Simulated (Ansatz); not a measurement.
# CdAu (Pm-3m): a soft mode frozen in, part 2 of 3

Which phase does CdAu (Pm-3m) fall into along its unstable mode, and how much energy does it gain?

Ansatz 0.2.0; DFT PBEsol, scalar-relativistic, plane waves, PAW; PAW set soft_1.

So far, highest frequency on the path or at a solved wavevector (cm⁻¹): step 2 (phonons on a q mesh) 151. Also lowest frequency on the path (cm⁻¹): step 2 -25.4.

**4. The mode frozen in, largest atomic shift 0.22 Å**

The atoms are moved along the unstable eigenvector, the largest shift by 0.22 Å, with the cell fixed.

File input.yaml:

```yaml
crystal:
  lattice:
    - [-3.3174904026, 0.0, 0.0]
    - [0.0, -3.3174904026, -3.3174904026]
    - [0.0, -3.3174904026, 3.3174904026]
  atoms:
    - { symbol: Cd, position: [0.5, 0.0413573055, 0.5] }
    - { symbol: Cd, position: [0.5, 0.4586426945, 0.0] }
    - { symbol: Au, position: [0.0, 0.5468919192, 0.5] }
    - { symbol: Au, position: [0.0, -0.0468919192, 0.0] }
kpoints:
  mp_grid: { grid: [12, 10, 10] }
hamiltonian:
  xc: pbesol
  pseudopotentials: { kind: paw, azcp: { folder: soft_1 }, xc_functional: pbe }
scf:
  occupations: { method: methfessel_paxton, width: 0.2 }
output:
  forces: true
  stress: true
  eigenvalues: true
```

Launch:

```console
> ansatz run input.yaml --threads 4 --pin off --max-ram 10240MiB --backend cpu --events-out ev --progress --plain --runs-dir out
```

Numbers of over 12 decimals in the logs are rounded to 6 here.

What it wrote:

```text
[...]
Crystal: 4 atoms, lattice volume = 73.023 Å³
Basis set: ecut = 420 eV, 1459 PW (Γ), exchange–correlation on 48×64×64 points (8 copies of the dense FFT grid, shifted against one another)
Bands: 47, of which v1, the nominal top of the filled ones, is band 39 counted from 1 (38 counted from 0)
Symmetry: 8 space group operations
[...]
k-points: 252 of 1200
[...]
k-point 0: bands = [... 35 lower, 14.7463, 14.9885, 16.5937, 16.9831, 18.7021, 20.5918, 23.0842, 23.4663, ... 4 higher]
  k-point 1: bands = [... 35 lower, 14.7130, 15.0121, 15.9593, 17.1053, 19.0880, 21.0183, 23.2467, 23.2569, ... 4 higher]
  k-point 2: bands = [... 35 lower, 14.7220, 14.9582, 14.9641, 17.4592, 19.4007, 22.2590, 22.4492, 22.7633, ... 4 higher]
  k-point 251: bands = [... 35 lower, 15.0679, 16.6600, 16.6600, 16.7605, 16.7605, 18.8188, 18.8188, 20.6441, ... 4 higher]
[key lines of the parts left out:]
SCF converged after 9 iterations
Free energy (F): -42386.686827 eV
Fermi energy:    18.289918 eV
P = ⅓ Tr σ = 0.2225 GPa (2.225 kbar)
```

Run time: 9.1 s. Hardware: 4 threads of Arm Neoverse V2, shared host; peak memory 0.79 GiB; 35 s of CPU time.

This step gave:

| Quantity | Value |
| --- | --- |
| pressure | 0.2225 GPa |
| energy from the undistorted cell | -2.631 meV/atom |

The energy, extrapolated to zero smearing, is -2.63 meV/atom against the undistorted cell.

The run ends at a pressure of 0.22 GPa, with forces up to 0.032 eV/Å.

**5. Energy along the mode, all amplitudes (two of the runs are shown above)**

An imaginary frequency means negative curvature, so the energy should fall and then rise again as anharmonic terms take over.

This step gave:

```yaml
depth_at_the_lowest_point_sampled: 2.631 meV/atom
largest_atomic_shift_at_that_point: 0.22 Å
```

The energy from the parent by largest atomic shift:

| largest atomic shift (Å) | energy from the parent (meV/atom) |
| --- | --- |
| 0.000 | 0 |
| 0.040 | -0.262 |
| 0.080 | -0.976 |
| 0.140 | -2.37 |
| 0.220 | -2.63 |
| 0.320 | 5.99 |

Displacement at unit largest shift by atom:

| atom | x (Å) | y (Å) | z (Å) | size |
| --- | --- | --- | --- | --- |
| Cd1 | 0.000 | -0.624 | -0.624 | 0.882 |
| Cd2 | 0.000 | 0.624 | 0.624 | 0.882 |
| Au3 | 0.000 | -0.707 | -0.707 | 1.000 |
| Au4 | 0.000 | 0.707 | 0.707 | 1.000 |

The lowest of the steps tried is at 0.22 Å, 2.63 meV/atom below the parent; the bottom of the well need not coincide with a step.

**6. Relaxing from the distorted cell**

Starting from the lowest point found, all atoms and the cell are let go, so that strain and other modes of the same symmetry can join in.

Edit input.yaml of step 4 so:

```diff
@@ -21 +21,6 @@
   eigenvalues: true
+relax:
+  adjacent_minimum: "off"
+  f_tol: 0.002
+  max_steps: 120
+  cell: { stress_tol: 0.03 }
```

What it wrote:

```text
[...]
Crystal: 4 atoms, lattice volume = 73.023 Å³
Basis set: ecut = 420 eV, 1459 PW (Γ), exchange–correlation on 48×64×64 points (8 copies of the dense FFT grid, shifted against one another)
Bands: 47, of which v1, the nominal top of the filled ones, is band 39 counted from 1 (38 counted from 0)
Symmetry: 8 space group operations
[...]
k-points: 252 of 1200
[...]
SCF iter   1: F=—  HF=-42394.565331 eV  |F-HF|=—  |Δ(HF+E_count)|=         —  Δρ=1.71e-1  dr2=3.36e1  ethr=3.10e-3  ⟨swp⟩=5.9  Hψ=39145  notcnv=0  defer=17
[...]
SCF iter   9: F=-42386.686827 eV  HF=-42386.686827 eV  |F-HF|=2.39e-8  |Δ(HF+E_count)|=   1.11e-7  S|Δr|=    0.00e0  Δρ=5.87e-6  dr2=4.28e-8  ethr=1.28e-10  ⟨swp⟩=10.6  Hψ=55239  notcnv=0
SCF 1 converged in 9 iterations: F = -42386.686827 eV  dr2 = 4.28e-8
[...]
relax step   1: F+E_penalty+E_count = -42386.68682714 eV  Δ(F+E_penalty+E_count) = +0.000e0 eV  max|allowed force component| = 2.283e-2 eV/Å  Δτ_max = 0.0000 Å  P = +0.222 GPa  Ω = 73.023 Å³  (9 SCF iters, dr2 threshold 1.00e-7 eV, accepted)
Crystal: 4 atoms, lattice volume = 73.295 Å³
[...]
iter 1 solved again at ethr=7.31e-6 eV; its pass at ethr=3.10e-3 eV (dr2=5.70e-3 eV) is discarded
[...]
SCF iter   6: F=-42386.692055 eV  HF=-42386.692055 eV  |F-HF|=4.34e-8  |Δ(HF+E_count)|=   2.20e-7  S|Δr|=    0.00e0  Δρ=9.99e-6  dr2=5.34e-8  ethr=5.13e-10  ⟨swp⟩=5.7  Hψ=46967  notcnv=0
SCF 2 converged in 6 iterations: F = -42386.692055 eV  dr2 = 5.34e-8
relax step   2: F+E_penalty+E_count = -42386.69205500 eV  Δ(F+E_penalty+E_count) = -5.228e-3 eV  max|allowed force component| = 5.844e-3 eV/Å  Δτ_max = 0.0111 Å  P = -0.324 GPa  Ω = 73.295 Å³  energy of the carried Pulay correction = -6.693e-5 eV  (6 SCF iters, dr2 threshold 4.00e-7 eV, accepted)
Crystal: 4 atoms, lattice volume = 72.843 Å³
Basis set: ecut = 420 eV, 1435 PW (Γ), exchange–correlation on 48×64×64 points (8 copies of the dense FFT grid, shifted against one another)
[...]
SCF iter   6: F=-42386.693660 eV  HF=-42386.693660 eV  |F-HF|=2.98e-8  |Δ(HF+E_count)|=   1.29e-7  S|Δr|=    0.00e0  Δρ=7.56e-6  dr2=5.42e-8  ethr=5.13e-10  ⟨swp⟩=4.5  Hψ=36756  notcnv=0
SCF 3 converged in 6 iterations: F = -42386.693660 eV  dr2 = 5.42e-8
relax step   3: F+E_penalty+E_count = -42386.69365973 eV  Δ(F+E_penalty+E_count) = -1.605e-3 eV  max|allowed force component| = 1.123e-2 eV/Å  Δτ_max = 0.0043 Å  P = +0.337 GPa  Ω = 72.843 Å³  energy of the carried Pulay correction = +4.430e-5 eV  (6 SCF iters, dr2 threshold 4.00e-7 eV, accepted)
[... from here on, the SCF cycles and remarks between the steps are left out ...]
relax step   4: F+E_penalty+E_count = -42386.69875549 eV  Δ(F+E_penalty+E_count) = -5.096e-3 eV  max|allowed force component| = 2.224e-2 eV/Å  Δτ_max = 0.0233 Å  P = +0.961 GPa  Ω = 72.364 Å³  energy of the carried Pulay correction = +1.634e-4 eV  (7 SCF iters, dr2 threshold 4.00e-7 eV, accepted)
relax step   5: F+E_penalty+E_count = -42386.70293229 eV  Δ(F+E_penalty+E_count) = -4.177e-3 eV  max|allowed force component| = 1.559e-2 eV/Å  Δτ_max = 0.0627 Å  P = +1.403 GPa  Ω = 71.873 Å³  energy of the carried Pulay correction = +2.870e-4 eV  (8 SCF iters, dr2 threshold 4.00e-7 eV, accepted)
relax step   6: F+E_penalty+E_count = -42386.46698554 eV  Δ(F+E_penalty+E_count) = +2.359e-1 eV  max|allowed force component| = 1.566e-1 eV/Å  Δτ_max = 0.1407 Å  P = -7.443 GPa  Ω = 79.037 Å³  energy of the carried Pulay correction = -1.392e-3 eV  (8 SCF iters, dr2 threshold 4.00e-7 eV, rejected (line search))
relax step   7: F+E_penalty+E_count = -42386.70873493 eV  Δ(F+E_penalty+E_count) = -5.803e-3 eV  max|allowed force component| = 6.881e-3 eV/Å  Δτ_max = 0.0025 Å  P = +0.020 GPa  Ω = 72.690 Å³  energy of the carried Pulay correction = +8.236e-5 eV  (12 SCF iters, accepted)
relax step   8: F+E_penalty+E_count = -42386.70779800 eV  Δ(F+E_penalty+E_count) = +9.369e-4 eV  max|allowed force component| = 6.335e-3 eV/Å  Δτ_max = 0.0332 Å  P = -0.249 GPa  Ω = 72.985 Å³  energy of the carried Pulay correction = +9.247e-6 eV  (7 SCF iters, dr2 threshold 2.69e-7 eV, rejected (line search))
relax step   9: F+E_penalty+E_count = -42386.70929761 eV  Δ(F+E_penalty+E_count) = -5.627e-4 eV  max|allowed force component| = 1.957e-2 eV/Å  Δτ_max = 0.0018 Å  P = +0.077 GPa  Ω = 72.659 Å³  energy of the carried Pulay correction = +9.011e-5 eV  (11 SCF iters, accepted)
relax step  10: F+E_penalty+E_count = -42386.71010386 eV  Δ(F+E_penalty+E_count) = -8.062e-4 eV  max|allowed force component| = 1.621e-2 eV/Å  Δτ_max = 0.0230 Å  P = -0.011 GPa  Ω = 72.779 Å³  energy of the carried Pulay correction = +6.034e-5 eV  (6 SCF iters, dr2 threshold 2.36e-7 eV, accepted)
relax step  11: F+E_penalty+E_count = -42386.71059835 eV  Δ(F+E_penalty+E_count) = -4.945e-4 eV  max|allowed force component| = 1.886e-3 eV/Å  Δτ_max = 0.0079 Å  P = -0.007 GPa  Ω = 72.756 Å³  energy of the carried Pulay correction = +6.594e-5 eV  (6 SCF iters, dr2 threshold 1.51e-7 eV, accepted)
relax step  12: F+E_penalty+E_count = -42386.71061845 eV  Δ(F+E_penalty+E_count) = -2.010e-5 eV  max|allowed force component| = 7.620e-4 eV/Å  Δτ_max = 0.0020 Å  P = +0.002 GPa  Ω = 72.755 Å³  energy of the carried Pulay correction = +6.629e-5 eV  (6 SCF iters, dr2 threshold 5.97e-9 eV, accepted)
Basis set: ecut = 420 eV, 1425 PW (Γ), exchange–correlation on 48×72×64 points (8 copies of the dense FFT grid, shifted against one another)
[...]
SCF iter   6: F=-42386.710601 eV  HF=-42386.710601 eV  |F-HF|=0.00e0  |Δ(HF+E_count)|=    0.00e0  S|Δr|=    0.00e0  Δρ=6.46e-8  dr2=2.72e-12  ethr=1.00e-12  ⟨swp⟩=5.8  Hψ=49223  notcnv=0
SCF 13 converged in 6 iterations: F = -42386.710601 eV  dr2 = 2.72e-12
relax step  13: F+E_penalty+E_count = -42386.71060119 eV  Δ(F+E_penalty+E_count) = +1.726e-5 eV  max|allowed force component| = 5.644e-4 eV/Å  Δτ_max = 0.0000 Å  P = -0.010 GPa  Ω = 72.755 Å³  stress off target by 2.12e-2 GPa  SCF on the basis re-selected at this cell (its energy is not comparable with the rows above)  (6 SCF iters)
basis re-selected at this cell: Δ(F+E_penalty+E_count) = +1.726e-5 eV, ΔP = -0.012 GPa vs the last step (what re-selecting the basis moved, of the pressure what is left beyond the Pulay correction that the steps carried, after the strain that the cell walked since its last selection, with what the two solves' SCF thresholds leave and, on support functions, any second-order correction that the steps lacked; it is no measure of the basis error at this ecutwfc). The dense FFT grid was sized anew with the basis: this SCF ran on 24×36×32 points, the steps before it on 24×32×32, so part of this shift can come from that change (see relax.cell in the input reference). [rest of the remark cut]
SCF converged after 6 iterations
[...]
Free energy (F): -42386.710601 eV
[...]
Internal energy: -42386.713081 eV  (E = F + TS)
E sigma→0 (E₀):  -42386.711221 eV
Entropy (-TS):   0.002480 eV (0.620 meV/atom)
Fermi energy:    18.367451 eV
[...]
--- Forces (eV/Å), atoms counted from 1 ---
  atom   1  Cd    -0.00000000    -0.00029430    -0.00029430
  atom   2  Cd     0.00000000     0.00029430     0.00029430
  atom   3  Au    -0.00000000     0.00056438     0.00056438
  atom   4  Au     0.00000000    -0.00056438    -0.00056438
  max |Σ_I F_I| component: 0.00e0 eV/Å
--- Stress (GPa, compression-positive) ---
       -0.021228       0.000000      -0.000000
        0.000000      -0.003866       0.011295
       -0.000000       0.011295      -0.003866
  P = ⅓ Tr σ = -0.0097 GPa (-0.097 kbar)
--- Band table (eV; the first three rows and the last of 252) ---
  k-point 0: bands = [... 35 lower, 14.8760, 14.9606, 16.4946, 16.7433, 18.0342, 20.1513, 22.8488, 23.2461, ... 4 higher]
  k-point 1: bands = [... 35 lower, 14.9010, 14.9200, 15.8493, 16.8047, 18.3229, 20.6777, 22.6386, 22.6922, ... 4 higher]
  k-point 2: bands = [... 35 lower, 14.8486, 14.9059, 14.9554, 17.0169, 18.5348, 21.8229, 21.9761, 22.1540, ... 4 higher]
  k-point 251: bands = [... 35 lower, 15.2646, 16.9683, 16.9683, 17.1948, 17.1948, 19.3804, 19.3804, 20.9454, ... 4 higher]
--- Relaxed structure (12 steps of the walk, 10 accepted, 1 SCFs on fresh bases) ---
  F+E_penalty+E_count = -42386.71060119 eV   max|allowed force component| = 5.644e-4 eV/Å   (the final SCF, on the basis selected at the relaxed cell)
  cell:  # Å, volume = 72.7547 Å³
    - [-3.094967, 0, 0]
    - [0, -3.489419, -3.489419]
    - [0, -3.368386, 3.368386]
  atoms:
    - { symbol: Cd, position: [0.5, 0.053596, 0.5] }
    - { symbol: Cd, position: [0.5, 0.446404, 0.0] }
    - { symbol: Au, position: [0, 0.558469, 0.5] }
    - { symbol: Au, position: [0, -0.058469, -3.469446951953614e-18] }
```

Elapsed: 2 min, on 4 threads; peak memory 0.84 GiB; 8 min of CPU time.

Step by step:

| step | energy less that of the first step (eV) | largest force component (eV/Å) | pressure (GPa) | volume (Å³) |
| --- | --- | --- | --- | --- |
| 1 | 0.0000 | 0.0228 | 0.22 | 73.02 |
| 2 | -0.0052 | 0.0058 | -0.32 | 73.30 |
| 3 | -0.0068 | 0.0112 | 0.34 | 72.84 |
| 4 | -0.0119 | 0.0222 | 0.96 | 72.36 |
| 5 | -0.0161 | 0.0156 | 1.40 | 71.87 |
| 6 | 0.2198 | 0.1566 | -7.44 | 79.04 |
| 7 | -0.0219 | 0.0069 | 0.02 | 72.69 |
| 8 | -0.0210 | 0.0063 | -0.25 | 72.99 |
| 9 | -0.0225 | 0.0196 | 0.08 | 72.66 |
| 10 | -0.0233 | 0.0162 | -0.01 | 72.78 |
| 11 | -0.0238 | 0.0019 | -0.01 | 72.76 |
| 12 | -0.0238 | 0.0008 | 0.00 | 72.75 |
| 13* | -0.0238 | 0.0006 | -0.01 | 72.75 |

Relaxation steps marked * repeat the geometry before them on a plane-wave basis chosen anew for their cell, so energy and pressure can jump there. Relaxation steps 6, 8 were tried and not accepted.

Forces are held to the 8 operations that the run works with; a distortion that breaks them can't arise in this run.

| cell as run | before | after | change |
| --- | --- | --- | --- |
| a (Å) | 3.317 | 3.095 | -6.7 % |
| b (Å) | 4.692 | 4.935 | +5.2 % |
| c (Å) | 4.692 | 4.764 | +1.5 % |
| volume (Å³/atom) | 18.26 | 18.19 | -0.4 % |

The atoms that moved most (Å, as changes of fractional coordinates times the final cell):

| atom | dx | dy | dz | length |
| --- | --- | --- | --- | --- |
| Cd2 | 0.000 | 0.043 | 0.043 | 0.060 |
| Cd1 | 0.000 | -0.043 | -0.043 | 0.060 |
| Au3 | 0.000 | -0.040 | -0.040 | 0.057 |
| Au4 | 0.000 | 0.040 | 0.040 | 0.057 |

The relaxed structure:

```xyz
4
Lattice="-3.0950 0.0000 0.0000 0.0000 -3.4894 -3.4894 0.0000 -3.3684 3.3684" Properties=species:S:1:pos:R:3 pbc="T T T"
Cd   -1.5475   -1.8712    1.4972
Cd   -1.5475   -1.5577   -1.5577
Au    0.0000   -3.6329   -0.2645
Au    0.0000    0.2040    0.2040
```

Numbers from this step:

```yaml
pressure: -0.009653 GPa
volume_per_atom: 18.19 Å³
```

The distorted start has space group Pmma; the relaxation ends in Pmma.

**7. The new phase in its own primitive cell**

The relaxed structure is symmetrised, reduced to its primitive cell and relaxed tightly, as its phonons need.

input.yaml, the sections that differ from step 6:

```yaml
crystal:
  lattice:
    - [4.7636169438, 0.0, 0.0]
    - [0.0, 3.0949673122, 0.0]
    - [0.0, 0.0, 4.9347837495]
  atoms:
    - { symbol: Cd, position: [0.25, 0.5, 0.8035964211] }
    - { symbol: Cd, position: [0.75, 0.5, 0.1964035789] }
    - { symbol: Au, position: [0.25, 0.0, 0.3084686748] }
    - { symbol: Au, position: [0.75, 0.0, 0.6915313252] }
kpoints:
  mp_grid: { grid: [10, 14, 8] }
relax:
  adjacent_minimum: "off"
  f_tol: 0.001
  max_steps: 60
  cell: { stress_tol: 0.01 }
# hamiltonian, scf, output: as in step 6
```

What it wrote:

```text
[...]
Crystal: 4 atoms, lattice volume = 72.755 Å³
Basis set: ecut = 420 eV, 1425 PW (Γ), exchange–correlation on 64×48×72 points (8 copies of the dense FFT grid, shifted against one another)
Bands: 47, of which v1, the nominal top of the filled ones, is band 39 counted from 1 (38 counted from 0)
Symmetry: 8 space group operations
[...]
k-points: 240 of 1120
[...]
--- Relaxed structure (7 steps of the walk, 5 accepted, 1 SCFs on fresh bases) ---
[...]
cell:  # Å, volume = 72.7069 Å³
    - [4.780970, 0.0, 0.0]
    - [0.0, 3.046756, 0.0]
    - [0.0, 0.0, 4.991396]
  atoms:
    - { symbol: Cd, position: [0.250000, 0.5, 0.807762] }
    - { symbol: Cd, position: [0.75, 0.5, 0.192238] }
    - { symbol: Au, position: [0.250000, 0.0, 0.312254] }
    - { symbol: Au, position: [0.75, 0.0, 0.687746] }
[key lines of the parts left out:]
SCF converged after 6 iterations
Free energy (F): -42386.710897 eV
Fermi energy:    18.384118 eV
P = ⅓ Tr σ = 0.0009 GPa (0.009 kbar)
```

Wall time 72 s (4 threads); peak memory 0.81 GiB.

Step by step:

| step | energy less that of the first step (eV) | largest force component (eV/Å) | pressure (GPa) | volume (Å³) |
| --- | --- | --- | --- | --- |
| 1 | 0.0000 | 0.0084 | 0.03 | 72.75 |
| 2 | -0.0009 | 0.0055 | -0.03 | 72.76 |
| 3 | -0.0010 | 0.0262 | 0.52 | 72.37 |
| 4 | -0.0016 | 0.0059 | -0.34 | 72.93 |
| 5 | -0.0016 | 0.0275 | 0.22 | 72.56 |
| 6 | -0.0019 | 0.0022 | 0.03 | 72.69 |
| 7 | -0.0019 | 0.0001 | 0.00 | 72.71 |
| 8* | -0.0019 | 0.0001 | 0.00 | 72.71 |

Relaxation steps marked * repeat the geometry before them on a plane-wave basis chosen anew for their cell, so energy and pressure can jump there. Relaxation steps 3, 5 were tried and not accepted.

The run keeps the 8 symmetry operations that it works with, so distortions that break them were not tested.

| conventional cell, symmetrised | before | after | change |
| --- | --- | --- | --- |
| a (Å) | 4.764 | 4.781 | +0.4 % |
| b (Å) | 3.095 | 3.047 | -1.6 % |
| c (Å) | 4.935 | 4.991 | +1.1 % |
| volume (Å³/atom) | 18.19 | 18.18 | -0.1 % |

The atoms that moved most (Å, as changes of fractional coordinates times the final cell):

| atom | dx | dy | dz | length |
| --- | --- | --- | --- | --- |
| Cd2 | 0.000 | 0.000 | -0.021 | 0.021 |
| Cd1 | 0.000 | 0.000 | 0.021 | 0.021 |
| Au3 | 0.000 | 0.000 | 0.019 | 0.019 |
| Au4 | 0.000 | 0.000 | -0.019 | 0.019 |

The relaxed structure:

```cif
data_structure
_symmetry_space_group_name_H-M 'P 1'
_symmetry_Int_Tables_number 1
_cell_length_a 4.7810
_cell_length_b 3.0468
_cell_length_c 4.9914
_cell_angle_alpha 90.000
_cell_angle_beta 90.000
_cell_angle_gamma 90.000
_cell_volume 72.71
loop_
_atom_site_label
_atom_site_type_symbol
_atom_site_fract_x
_atom_site_fract_y
_atom_site_fract_z
_atom_site_occupancy
Cd1 Cd 0.25000 0.50000 0.80776 1
Cd2 Cd 0.75000 0.50000 0.19224 1
Au3 Au 0.25000 0.00000 0.31225 1
Au4 Au 0.75000 0.00000 0.68775 1
```

This step gave:

```
pressure        : 9.14e-4 GPa
volume per atom : 18.18 Å³
```

The largest force component left is 0.094 meV/Å and the pressure is 0.001 GPa, within the tolerances set. The cell now holds 18.18 Å³/atom.

(Continued in part 3 of 3.)

[Logs are printed without paths, hosts, clocks, repeated set-up lines and the standing remarks that a program may print on its own settings, such as how far it seeks lower states.]

[Hosts, paths, dates, database ids (printed as entryN), source tags and the programs' standing remarks are cut or masked in the printed files.]
